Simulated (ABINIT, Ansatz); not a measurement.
# KSnH3 (Pm-3m): zone-centre phonons, part 3 of 4

Which modes does KSnH3 (Pm-3m) have at the zone centre?

ABINIT 10.8.3; DFT PBEsol, scalar-relativistic, plane waves, PseudoDojo norm-conserving pseudopotentials.

So far. Step 2 (Relaxing the cell and atoms): The volume changes by +0.2 % from the cell with which this run began. Step 4 (Zone-centre response): The acoustic modes at Γ come out as far as 2.1 cm⁻¹ from zero, where they should vanish, a small numerical error. The lowest optical mode is imaginary, 1185i cm⁻¹, an instability at this level and on this k mesh. The relaxed cell has a = 4.310 Å (conventional setting).

The structure was built from a prototype and need not be the compound's stable phase.

### Step 5. Zone-centre analysis

anaddb reads the merged derivatives and imposes the acoustic sum rule.

anaddb.abi

```
ddb_filepath "gamma_DDB"
output_file "anaddb.abo"
outdata_prefix "anaddb"
asr 1
chneut 1
enunit 2
eivec 1
nph1l 1
qph1l 0.0 0.0 0.0 1.0
```

mrgddb.in

```
gamma_DDB
merged
2
dfpt_gammao_DDB
gso_DDB
```

On the command line:

```console
$ mrgddb < mrgddb.in > mrgddb.log
$ OMP_NUM_THREADS=1 anaddb anaddb.abi > anaddb.log
```

anaddb.abo, the main output file:

```text
-outvars_anaddb: echo values of input variables ----------------------

 Miscellaneous information :
      enunit         2
       eivec         1
         asr         1
 First list of wavevector (reduced coord.) :
       nph1l         1
       qph1l
                     0.00000000E+00  0.00000000E+00  0.00000000E+00    1.000E+00

================================================================================

 read the DDB information and perform some checks

  ==== Info on the Cryst% object ====
 Real(R)+Recip(G) space primitive vectors, cartesian coordinates (Bohr,Bohr^-1):
 R(1)=  8.1453485  0.0000000  0.0000000  G(1)=  0.1227695  0.0000000  0.0000000
 R(2)=  0.0000000  8.1453485  0.0000000  G(2)=  0.0000000  0.1227695  0.0000000
 R(3)=  0.0000000  0.0000000  8.1453485  G(3)=  0.0000000  0.0000000  0.1227695
 Unit cell volume ucvol=  5.4041701E+02 bohr^3
 Angles (23,13,12)=  9.00000000E+01  9.00000000E+01  9.00000000E+01 degrees
 Time-reversal symmetry is present
 Reduced atomic positions [iatom, xred, symbol]:
    1)    0.0000000  0.0000000  0.0000000   K
    2)    0.5000000  0.5000000  0.5000000  Sn
    3)    0.5000000  0.5000000  0.0000000   H
    4)    0.5000000  0.0000000  0.5000000   H
    5)    0.0000000  0.5000000  0.5000000   H

 DDB file with 3 blocks has been read.

================================================================================

 Treat the first list of vectors

  Phonon wavevector (reduced coordinates) :  0.00000  0.00000  0.00000
 Phonon energies in Hartree :
  -5.397435E-03 -5.397435E-03 -5.397435E-03 -1.412417E-08 -1.396160E-08
  -1.346158E-08  3.435837E-04  3.435837E-04  3.435837E-04  2.190198E-03
   2.190198E-03  2.190198E-03  2.420999E-03  2.420999E-03  2.420999E-03
 Phonon energies in meV     :
- -1.468717E+02 -1.468717E+02 -1.468717E+02 -3.843384E-04 -3.799144E-04
- -3.663081E-04  9.349390E+00  9.349390E+00  9.349390E+00  5.959831E+01
-  5.959831E+01  5.959831E+01  6.587873E+01  6.587873E+01  6.587873E+01
 Phonon frequencies in cm-1    :
- -1.184600E+03 -1.184600E+03 -1.184600E+03 -3.099898E-03 -3.064216E-03
- -2.954474E-03  7.540791E+01  7.540791E+01  7.540791E+01  4.806928E+02
-  4.806928E+02  4.806928E+02  5.313478E+02  5.313478E+02  5.313478E+02
 Phonon frequencies in Thz     :
- -3.551342E+01 -3.551342E+01 -3.551342E+01 -9.293260E-05 -9.186289E-05
- -8.857291E-05  2.260672E+00  2.260672E+00  2.260672E+00  1.441081E+01
-  1.441081E+01  1.441081E+01  1.592941E+01  1.592941E+01  1.592941E+01
 Phonon energies in Kelvin  :
- -1.704375E+03 -1.704375E+03 -1.704375E+03 -4.460061E-03 -4.408723E-03
- -4.250829E-03  1.084952E+02  1.084952E+02  1.084952E+02  6.916097E+02
-  6.916097E+02  6.916097E+02  7.644909E+02  7.644909E+02  7.644909E+02

 Eigendisplacements
 (will be given, for each mode : in cartesian coordinates
   for each atom the real part of the displacement vector,
   then the imaginary part of the displacement vector - absolute values smaller than 1.0d-7 are set to zero)
  Mode number    1   Energy   -5.397435E-03
 Attention : low frequency mode.
   (Could be unstable or acoustic mode)
-  1  8.09027045E-05  0.00000000E+00  0.00000000E+00
-     0.00000000E+00  0.00000000E+00  0.00000000E+00
-  2  1.59691712E-04  0.00000000E+00  0.00000000E+00
-     0.00000000E+00  0.00000000E+00  0.00000000E+00
-  3  6.47732845E-04  0.00000000E+00  0.00000000E+00
-     0.00000000E+00  0.00000000E+00  0.00000000E+00
-  4  6.47732845E-04  1.63868136E-06  0.00000000E+00
-     0.00000000E+00  0.00000000E+00  0.00000000E+00
-  5 -2.32413867E-02  0.00000000E+00  0.00000000E+00
-     0.00000000E+00  0.00000000E+00  0.00000000E+00
  Mode number    2   Energy   -5.397435E-03
 Attention : low frequency mode.
   (Could be unstable or acoustic mode)
-  1  0.00000000E+00  8.09027045E-05  0.00000000E+00
-     0.00000000E+00  0.00000000E+00  0.00000000E+00
-  2  0.00000000E+00  1.59691712E-04  0.00000000E+00
-     0.00000000E+00  0.00000000E+00  0.00000000E+00
-  3  0.00000000E+00  6.47732845E-04  0.00000000E+00
-     0.00000000E+00  0.00000000E+00  0.00000000E+00
-  4  0.00000000E+00 -2.32413867E-02  0.00000000E+00
-     0.00000000E+00  0.00000000E+00  0.00000000E+00
-  5 -1.63868136E-06  6.47732845E-04  0.00000000E+00
-     0.00000000E+00  0.00000000E+00  0.00000000E+00
  Mode number    3   Energy   -5.397435E-03
 Attention : low frequency mode.
   (Could be unstable or acoustic mode)
-  1  0.00000000E+00  0.00000000E+00  8.09027047E-05
-     0.00000000E+00  0.00000000E+00  0.00000000E+00
-  2  0.00000000E+00  0.00000000E+00  1.59691712E-04
-     0.00000000E+00  0.00000000E+00  0.00000000E+00
-  3  0.00000000E+00  0.00000000E+00 -2.32413868E-02
-     0.00000000E+00  0.00000000E+00  0.00000000E+00
-  4  0.00000000E+00  0.00000000E+00  6.47732846E-04
-     0.00000000E+00  0.00000000E+00  0.00000000E+00
-  5  0.00000000E+00  0.00000000E+00  6.47732846E-04
-     0.00000000E+00  0.00000000E+00  0.00000000E+00
  Mode number    4   Energy   -1.412417E-08
 Attention : low frequency mode.
   (Could be unstable or acoustic mode)
-  1  0.00000000E+00  0.00000000E+00  1.84675246E-03
-     0.00000000E+00  0.00000000E+00  0.00000000E+00
-  2  0.00000000E+00  0.00000000E+00  1.84689107E-03
-     0.00000000E+00  0.00000000E+00  0.00000000E+00
-  3  0.00000000E+00  0.00000000E+00  1.84687570E-03
-     0.00000000E+00  0.00000000E+00  0.00000000E+00
-  4  0.00000000E+00  0.00000000E+00  1.84696569E-03
-     0.00000000E+00  0.00000000E+00  0.00000000E+00
-  5  0.00000000E+00  0.00000000E+00  1.84696569E-03
-     0.00000000E+00  0.00000000E+00  0.00000000E+00
  Mode number    5   Energy   -1.396160E-08
 Attention : low frequency mode.
   (Could be unstable or acoustic mode)
-  1  0.00000000E+00  1.84675245E-03  0.00000000E+00
-     0.00000000E+00  0.00000000E+00  0.00000000E+00
-  2  0.00000000E+00  1.84689107E-03  0.00000000E+00
-     0.00000000E+00  0.00000000E+00  0.00000000E+00
-  3  0.00000000E+00  1.84696568E-03  0.00000000E+00
-     0.00000000E+00  0.00000000E+00  0.00000000E+00
-  4  0.00000000E+00  1.84687570E-03  0.00000000E+00
-     0.00000000E+00  0.00000000E+00  0.00000000E+00
-  5  0.00000000E+00  1.84696568E-03  0.00000000E+00
-     0.00000000E+00  0.00000000E+00  0.00000000E+00
  Mode number    6   Energy   -1.346158E-08
 Attention : low frequency mode.
   (Could be unstable or acoustic mode)
-  1  1.84675245E-03  0.00000000E+00  0.00000000E+00
-     0.00000000E+00  0.00000000E+00  0.00000000E+00
-  2  1.84689107E-03  0.00000000E+00  0.00000000E+00
-     0.00000000E+00  0.00000000E+00  0.00000000E+00
-  3  1.84696568E-03  0.00000000E+00  0.00000000E+00
-     0.00000000E+00  0.00000000E+00  0.00000000E+00
-  4  1.84696568E-03  0.00000000E+00  0.00000000E+00
-     0.00000000E+00  0.00000000E+00  0.00000000E+00
-  5  1.84687570E-03  0.00000000E+00  0.00000000E+00
-     0.00000000E+00  0.00000000E+00  0.00000000E+00
  Mode number    7   Energy    3.435837E-04
-  1  0.00000000E+00  0.00000000E+00  3.25714982E-03
-     0.00000000E+00  0.00000000E+00  0.00000000E+00
-  2  0.00000000E+00  0.00000000E+00 -1.04468000E-03
-     0.00000000E+00  0.00000000E+00  0.00000000E+00
-  3  0.00000000E+00  0.00000000E+00 -4.84039318E-04
-     0.00000000E+00  0.00000000E+00  0.00000000E+00
-  4  0.00000000E+00  0.00000000E+00 -1.40757707E-03
-     0.00000000E+00  0.00000000E+00  0.00000000E+00
-  5  0.00000000E+00  0.00000000E+00 -1.40757707E-03
-     0.00000000E+00  0.00000000E+00  0.00000000E+00
  Mode number    8   Energy    3.435837E-04
-  1  6.00088932E-07 -3.25714976E-03  0.00000000E+00
-     0.00000000E+00  0.00000000E+00  0.00000000E+00
-  2 -1.92469165E-07  1.04467998E-03  0.00000000E+00
-     0.00000000E+00  0.00000000E+00  0.00000000E+00
-  3 -2.59328390E-07  1.40757704E-03  0.00000000E+00
-     0.00000000E+00  0.00000000E+00  0.00000000E+00
-  4 -2.59328390E-07  4.84039310E-04  0.00000000E+00
-     0.00000000E+00  0.00000000E+00  0.00000000E+00
-  5  0.00000000E+00  1.40757704E-03  0.00000000E+00
-     0.00000000E+00  0.00000000E+00  0.00000000E+00
  Mode number    9   Energy    3.435837E-04
-  1  3.25714976E-03  6.00088849E-07  0.00000000E+00
-     0.00000000E+00  0.00000000E+00  0.00000000E+00
-  2 -1.04467998E-03 -1.92469138E-07  0.00000000E+00
-     0.00000000E+00  0.00000000E+00  0.00000000E+00
-  3 -1.40757704E-03 -2.59328354E-07  0.00000000E+00
-     0.00000000E+00  0.00000000E+00  0.00000000E+00
-  4 -1.40757704E-03  0.00000000E+00  0.00000000E+00
-     0.00000000E+00  0.00000000E+00  0.00000000E+00
-  5 -4.84039310E-04 -2.59328354E-07  0.00000000E+00
-     0.00000000E+00  0.00000000E+00  0.00000000E+00
  Mode number   10   Energy    2.190198E-03
-  1  0.00000000E+00  0.00000000E+00  0.00000000E+00
-     0.00000000E+00  0.00000000E+00  0.00000000E+00
-  2  0.00000000E+00  0.00000000E+00  0.00000000E+00
-     0.00000000E+00  0.00000000E+00  0.00000000E+00
-  3  0.00000000E+00  5.19254152E-07  0.00000000E+00
-     0.00000000E+00  0.00000000E+00  0.00000000E+00
-  4  0.00000000E+00  0.00000000E+00  1.64963404E-02
-     0.00000000E+00  0.00000000E+00  0.00000000E+00
-  5  0.00000000E+00 -5.19254152E-07 -1.64963404E-02
-     0.00000000E+00  0.00000000E+00  0.00000000E+00
  Mode number   11   Energy    2.190198E-03
-  1  0.00000000E+00  0.00000000E+00  0.00000000E+00
-     0.00000000E+00  0.00000000E+00  0.00000000E+00
-  2  0.00000000E+00  0.00000000E+00  0.00000000E+00
-     0.00000000E+00  0.00000000E+00  0.00000000E+00
-  3  1.17928252E-06  1.64963404E-02  0.00000000E+00
-     0.00000000E+00  0.00000000E+00  0.00000000E+00
-  4 -1.17928252E-06  0.00000000E+00 -5.19254152E-07
-     0.00000000E+00  0.00000000E+00  0.00000000E+00
-  5  0.00000000E+00 -1.64963404E-02  5.19254152E-07
-     0.00000000E+00  0.00000000E+00  0.00000000E+00
  Mode number   12   Energy    2.190198E-03
-  1  0.00000000E+00  0.00000000E+00  0.00000000E+00
-     0.00000000E+00  0.00000000E+00  0.00000000E+00
-  2  0.00000000E+00  0.00000000E+00  0.00000000E+00
-     0.00000000E+00  0.00000000E+00  0.00000000E+00
-  3  1.64963404E-02 -1.17928252E-06  0.00000000E+00
-     0.00000000E+00  0.00000000E+00  0.00000000E+00
-  4 -1.64963404E-02  0.00000000E+00  0.00000000E+00
-     0.00000000E+00  0.00000000E+00  0.00000000E+00
-  5  0.00000000E+00  1.17928252E-06  0.00000000E+00
-     0.00000000E+00  0.00000000E+00  0.00000000E+00
  Mode number   13   Energy    2.420999E-03
-  1  0.00000000E+00  0.00000000E+00 -6.87163489E-05
-     0.00000000E+00  0.00000000E+00  0.00000000E+00
-  2  0.00000000E+00  0.00000000E+00  3.05470960E-04
-     0.00000000E+00  0.00000000E+00  0.00000000E+00
-  3  0.00000000E+00  4.33532041E-07 -6.71708999E-04
-     0.00000000E+00  0.00000000E+00  0.00000000E+00
-  4  0.00000000E+00  0.00000000E+00 -1.63192259E-02
-     0.00000000E+00  0.00000000E+00  0.00000000E+00
-  5  0.00000000E+00  4.33532041E-07 -1.63192259E-02
-     0.00000000E+00  0.00000000E+00  0.00000000E+00
  Mode number   14   Energy    2.420999E-03
-  1  0.00000000E+00  6.87163486E-05  0.00000000E+00
-     0.00000000E+00  0.00000000E+00  0.00000000E+00
-  2  0.00000000E+00 -3.05470959E-04  0.00000000E+00
-     0.00000000E+00  0.00000000E+00  0.00000000E+00
-  3  1.46507973E-06  1.63192259E-02  0.00000000E+00
-     0.00000000E+00  0.00000000E+00  0.00000000E+00
-  4  1.46507973E-06  6.71708996E-04  4.33534546E-07
-     0.00000000E+00  0.00000000E+00  0.00000000E+00
-  5  0.00000000E+00  1.63192259E-02  4.33534546E-07
-     0.00000000E+00  0.00000000E+00  0.00000000E+00
  Mode number   15   Energy    2.420999E-03
-  1  6.87163486E-05  0.00000000E+00  0.00000000E+00
-     0.00000000E+00  0.00000000E+00  0.00000000E+00
-  2 -3.05470959E-04  0.00000000E+00  0.00000000E+00
-     0.00000000E+00  0.00000000E+00  0.00000000E+00
-  3  1.63192259E-02 -1.46508047E-06  0.00000000E+00
-     0.00000000E+00  0.00000000E+00  0.00000000E+00
-  4  1.63192259E-02  0.00000000E+00  0.00000000E+00
-     0.00000000E+00  0.00000000E+00  0.00000000E+00
-  5  6.71708997E-04 -1.46508047E-06  0.00000000E+00
-     0.00000000E+00  0.00000000E+00  0.00000000E+00

 Analysis of degeneracies and characters (maximum tolerance=1.00E-06 a.u.)
 For each vibration mode, or group of modes if degenerate,
 the characters are given for each symmetry operation (see the list in the log file).
 Symmetry characters of vibration mode #   1
       degenerate with vibration modes #   2 to    3
  3.0 -3.0 -1.0  1.0 -1.0  1.0 -1.0  1.0  1.0 -1.0 -1.0  1.0  1.0 -1.0 -1.0  1.0
  0.0 -0.0  0.0 -0.0 -0.0  0.0 -0.0  0.0  1.0 -1.0 -1.0  1.0 -1.0  1.0  1.0 -1.0
  0.0 -0.0 -0.0  0.0 -0.0  0.0  0.0 -0.0  1.0 -1.0  1.0 -1.0 -1.0  1.0 -1.0  1.0
 Symmetry characters of vibration mode #   4
       degenerate with vibration modes #   5 to    6
  3.0 -3.0 -1.0  1.0 -1.0  1.0 -1.0  1.0  1.0 -1.0 -1.0  1.0  1.0 -1.0 -1.0  1.0
  0.0 -0.0  0.0 -0.0 -0.0  0.0 -0.0  0.0  1.0 -1.0 -1.0  1.0 -1.0  1.0  1.0 -1.0
  0.0 -0.0 -0.0  0.0 -0.0  0.0  0.0 -0.0  1.0 -1.0  1.0 -1.0 -1.0  1.0 -1.0  1.0
 Symmetry characters of vibration mode #   7
       degenerate with vibration modes #   8 to    9
  3.0 -3.0 -1.0  1.0 -1.0  1.0 -1.0  1.0  1.0 -1.0 -1.0  1.0  1.0 -1.0 -1.0  1.0
  0.0 -0.0  0.0 -0.0 -0.0  0.0 -0.0  0.0  1.0 -1.0 -1.0  1.0 -1.0  1.0  1.0 -1.0
  0.0 -0.0 -0.0  0.0 -0.0  0.0  0.0 -0.0  1.0 -1.0  1.0 -1.0 -1.0  1.0 -1.0  1.0
 Symmetry characters of vibration mode #  10
       degenerate with vibration modes #  11 to   12
  3.0 -3.0 -1.0  1.0 -1.0  1.0 -1.0  1.0 -1.0  1.0  1.0 -1.0 -1.0  1.0  1.0 -1.0
  0.0 -0.0  0.0 -0.0 -0.0  0.0 -0.0  0.0 -1.0  1.0  1.0 -1.0  1.0 -1.0 -1.0  1.0
  0.0 -0.0 -0.0  0.0 -0.0  0.0  0.0 -0.0 -1.0  1.0 -1.0  1.0  1.0 -1.0  1.0 -1.0
 Symmetry characters of vibration mode #  13
       degenerate with vibration modes #  14 to   15
  3.0 -3.0 -1.0  1.0 -1.0  1.0 -1.0  1.0  1.0 -1.0 -1.0  1.0  1.0 -1.0 -1.0  1.0
 -0.0  0.0 -0.0  0.0  0.0 -0.0  0.0 -0.0  1.0 -1.0 -1.0  1.0 -1.0  1.0  1.0 -1.0
 -0.0  0.0  0.0 -0.0  0.0 -0.0 -0.0  0.0  1.0 -1.0  1.0 -1.0 -1.0  1.0 -1.0  1.0
-
```

Elapsed: 0.71 s, on 1 thread of Intel Xeon at 2.70GHz, shared host.

No LO-TO term; unit eigenvectors of the mass-weighted matrix, from anaddb's displacements. Modes at Γ, with each element's share of the kinetic energy (negative means imaginary):

| mode | frequency (cm⁻¹) | symmetry | K % | Sn % | H % |
| --- | --- | --- | --- | --- | --- |
| 1 | -1184.6 | T1u | 0 | 1 | 99 |
| 2 | -1184.6 | T1u | 0 | 1 | 99 |
| 3 | -1184.6 | T1u | 0 | 1 | 99 |
| 4 | 0.0 | acoustic | 24 | 74 | 2 |
| 5 | 0.0 | acoustic | 24 | 74 | 2 |
| 6 | 0.0 | acoustic | 24 | 74 | 2 |
| 7 | 75.4 | T1u | 76 | 24 | 1 |
| 8 | 75.4 | T1u | 76 | 24 | 1 |
| 9 | 75.4 | T1u | 76 | 24 | 1 |
| 10 | 480.7 | T2u | 0 | 0 | 100 |
| 11 | 480.7 | T2u | 0 | 0 | 100 |
| 12 | 480.7 | T2u | 0 | 0 | 100 |
| 13 | 531.3 | T1u | 0 | 2 | 98 |
| 14 | 531.3 | T1u | 0 | 2 | 98 |
| 15 | 531.3 | T1u | 0 | 2 | 98 |

Displacements in mode 3 (-1184.6 cm⁻¹), the largest set to 1:
```
K1   0.00  0.00  0.00
Sn2  0.00  0.00  0.01
H3   0.00  0.00 -1.00
H4   0.00  0.00  0.03
H5   0.00  0.00  0.03
```

Displacements in mode 7 (75.4 cm⁻¹), the largest set to 1:
```
K1   0.00  0.00  1.00
Sn2  0.00  0.00 -0.32
H3   0.00  0.00 -0.15
H4   0.00  0.00 -0.43
H5   0.00  0.00 -0.43
```

The rule moves no optical mode by more than 0.2 cm⁻¹.

[end of part 3 of 4]

[Host names and launcher messages were left out of these logs when they were recorded.]

[Logs are printed without paths, hosts, clocks, repeated set-up lines and the standing remarks that a program may print on its own settings, such as how far it seeks lower states.]

[Hosts, paths, dates, database ids (printed as entryN), source tags and the programs' standing remarks are cut or masked in the printed files.]
